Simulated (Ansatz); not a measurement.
# Cu-Os-Cu stack of (111) layers: phonons along a line and the smearing, part 2 of 2

Does Cu-Os-Cu stack of (111) layers have a Kohn anomaly or a soft branch that a wide smearing hides? The first relaxation steps of the session are not shown, so no cell shown is the starting entry, unless a step says so.

Ansatz 0.2.0; DFT PBEsol, scalar-relativistic, plane waves, PAW; PAW set soft_1.

So far. Step 4 (Phonons along a line: Fermi–Dirac smearing of 0.25 eV): Against step 3 (now smearing width 0.25 eV), the free energy moves by -74.2 meV an atom.

**5. Wavevectors along a line: Fermi–Dirac smearing of 0.04 eV (continued)**

Each wavevector solved by linear response. Table of frequency by |q| along the line; 7 of 9 lines:

```
|q| along the line (Å⁻¹)  mode 1 (cm⁻¹)  mode 2 (cm⁻¹)  mode 3 (cm⁻¹)  mode 4 (cm⁻¹)  mode 5 (cm⁻¹)  mode 6 (cm⁻¹)  mode 7 (cm⁻¹)
                   0.000              0              0              0           81.7           81.7           98.7           98.7
                   0.467           26.7           60.5           98.5            105            114            123            141
                   0.934           49.4           92.3            125            136            138            161            173
                   1.401           63.4           93.3            137            144            146            171            191
```

Against step 3 (now smearing width 0.04 eV), the free energy moves by +10.8 meV an atom.

**6. Wavevectors along a line: Methfessel–Paxton smearing of 0.2 eV**

Each wavevector is solved by itself, so no interpolation smooths a dip of the branch.

Contents of input.yaml:

```yaml
crystal:
  lattice:
    - [2.5885542713, 0.0, 0.0]
    - [-1.2942771357, 2.2417537581, 0.0]
    - [0.0, 0.0, 32.6490652006]
  atoms:
    - { symbol: Cu, position: [0.0, 0.0, 0.1701572757] }
    - { symbol: Os, position: [0.3333333333, 0.6666666667, 0.2362170234] }
    - { symbol: Cu, position: [0.6666666667, 0.3333333333, 0.3022767711] }
  periodic: [true, true, false]
kpoints:
  mp_grid: { grid: [18, 18, 1] }
hamiltonian:
  xc: pbesol
  pseudopotentials: { kind: paw, azcp: { folder: soft_1 }, xc_functional: pbe }
scf:
  occupations: { method: methfessel_paxton, width: 0.2 }
output:
  eigenvalues: true
phonons:
  method: dfpt
  qpoints:
    - [0, 0, 0]
    - [0.166666667, 0.0, 0.0]
    - [0.333333333, 0.0, 0.0]
    - [0.5, 0.0, 0.0]
```

Command:

```sh
ansatz run input.yaml --threads 4 --pin off --max-ram 12288MiB --backend cpu --events-out ev --progress --plain --runs-dir out
```

Numbers of over 12 decimals in the logs are rounded to 6 here.

What it wrote:

```text
[...]
Crystal: 3 atoms, lattice volume = 189.459 Å³
Basis set: ecut = 420 eV, 3787 PW (Γ), exchange–correlation on 36×36×450 points (8 copies of the dense FFT grid, shifted against one another)
Bands: 33, of which v1, the nominal top of the filled ones, is band 27 counted from 1 (26 counted from 0)
Symmetry: 12 space group operations
k-points: 37 of 324 (irreducible under 6 space group operations, time reversal used)
[...]
SCF iter   1: F=—  HF=-24432.851189 eV  |F-HF|=—  |Δ(HF+E_count)|=         —  Δρ=1.98e-1  dr2=8.43e1  ethr=3.10e-3  ⟨swp⟩=15.8  Hψ=9730  notcnv=0
[...]
SCF iter  14: F=-24427.596887 eV  HF=-24427.596887 eV  |F-HF|=3.64e-12  |Δ(HF+E_count)|=  2.11e-10  S|Δr|=    0.00e0  Δρ=4.63e-8  dr2=4.10e-12  ethr=1.00e-12  ⟨swp⟩=23.4  Hψ=10751  notcnv=0
SCF 1 converged in 14 iterations: F = -24427.596887 eV  dr2 = 4.10e-12
[...]
SCF converged after 14 iterations
Stability not checked: this state was not tested for a lower state beside it, because cold or Methfessel-Paxton smearing, or corrected tetrahedra, fill the levels in a way that the test cannot read (fill_not_monotonic; see scf.lower_state_search)
Free energy (F): -24427.596887 eV
[...]
Internal energy: -24427.602558 eV  (E = F + TS)
E sigma→0 (E₀):  -24427.598305 eV
Entropy (-TS):   0.005672 eV (1.891 meV/atom)
Fermi energy:    -5.336265 eV
[...]
--- Band table (eV; the first three rows and the last of 37) ---
  k-point 0: bands = [... 23 lower, -7.2311, -7.2311, -6.9701, -6.9701, -6.4358, -5.1645, -4.0064, -4.0064, ... 2 higher]
  k-point 1: bands = [... 23 lower, -7.3560, -7.2453, -7.0487, -6.9374, -6.2456, -5.3493, -4.0407, -3.7185, ... 2 higher]
  k-point 2: bands = [... 23 lower, -7.5644, -7.2823, -7.2346, -6.7955, -5.8616, -5.6031, -4.1375, -3.1233, ... 2 higher]
  k-point 36: bands = [... 23 lower, -7.0315, -6.6033, -6.6033, -5.1338, -0.5358, -0.0196, -0.0196, 0.2673, ... 2 higher]
[...]
ASR residual: 1.390e-4 → 0.000e0 eV/Å²; symmetrization residual: 1.385e-5 eV/Å²
[...]
ASR residual per site (eV/Å²): 5.22e-5 1.39e-4 3.82e-5
  Γ frequencies (cm⁻¹): 0.00 0.00 0.00 81.36 81.36 98.71 98.71 162.67 191.22
[...]
--- Phonons (arbitrary-q DFPT): 4 explicit q-points ---
[...]
```

Wall time 12 min (4 threads of Arm Neoverse V2, shared host); peak memory 3.8 GiB; 45 min of CPU time.

Each wavevector solved by linear response. The frequency by |q| along the line; 7 of 9 lines:

```
|q| along the line (Å⁻¹)  mode 1 (cm⁻¹)  mode 2 (cm⁻¹)  mode 3 (cm⁻¹)  mode 4 (cm⁻¹)  mode 5 (cm⁻¹)  mode 6 (cm⁻¹)  mode 7 (cm⁻¹)
                   0.000              0              0              0           81.4           81.4           98.7           98.7
                   0.467           26.6           60.4           98.5            105            114            122            141
                   0.934           51.2           92.4            124            136            138            161            173
                   1.401           58.3           96.2            136            143            146            171            191
```

Against step 3 (now occupations Methfessel-Paxton and smearing width 0.2 eV), the free energy moves by +13.2 meV an atom.

**7. Smearing and the soft branch**

Lowest frequency against |q| along the line:

```
|q| along the line (Å⁻¹)  fermi dirac 0.1 eV, k 18x18x1 (cm⁻¹)  fermi dirac 0.25 eV, k 18x18x1 (cm⁻¹)  fermi dirac 0.04 eV, k 18x18x1 (cm⁻¹)  methfessel paxton 0.2 eV, k 18x18x1 (cm⁻¹)
                   0.000                                     0                                      0                                      0                                           0
                   0.467                                  27.3                                   28.3                                   26.7                                        26.6
                   0.934                                  47.7                                   45.8                                   49.4                                        51.2
                   1.401                                  53.5                                   50.9                                   63.4                                        58.3
```

**8. Summary of results**

* phonon run of the rows without a label of their own: PBEsol, k 18×18×1
* lowest branch at the last solved point, Fermi–Dirac 0.1 eV: 53.5 cm⁻¹ at |q| = 1.40 Å⁻¹
* lowest branch at the last solved point, Fermi–Dirac 0.25 eV: 50.9 cm⁻¹ at |q| = 1.40 Å⁻¹
* lowest branch at the last solved point, Fermi–Dirac 0.04 eV: 63.4 cm⁻¹ at |q| = 1.40 Å⁻¹
* lowest branch at the last solved point, Methfessel–Paxton 0.2 eV: 58.3 cm⁻¹ at |q| = 1.40 Å⁻¹

In words: No branch softens by more than 4 % of the top frequency as the smearing narrows, so no anomaly that hangs on the smearing shows at these points. The line holds 4 wavevectors, so a narrow dip between them would be missed. Between Fermi–Dirac 0.25 eV and Fermi–Dirac 0.04 eV the largest change, with modes counted by rank of frequency, is in mode 1 at |q| = 1.40 Å⁻¹, from 50.9 to 63.4 cm⁻¹. Where branches cross, a count by rank can hide a softening. At the narrowest width the k mesh may not resolve the Fermi surface, so part of the change can be mesh noise. Spin–orbit coupling, left out here, matters for Os. The PAW files were made for PBE; under other functionals the run regenerates their frozen core. The structure was built by hand as an ordered model, and its stability against other phases was not tested.

[Logs are printed without paths, hosts, clocks, repeated set-up lines and the standing remarks that a program may print on its own settings, such as how far it seeks lower states.]

[Hosts, paths, dates, database ids (printed as entryN), source tags and the programs' standing remarks are cut or masked in the printed files.]
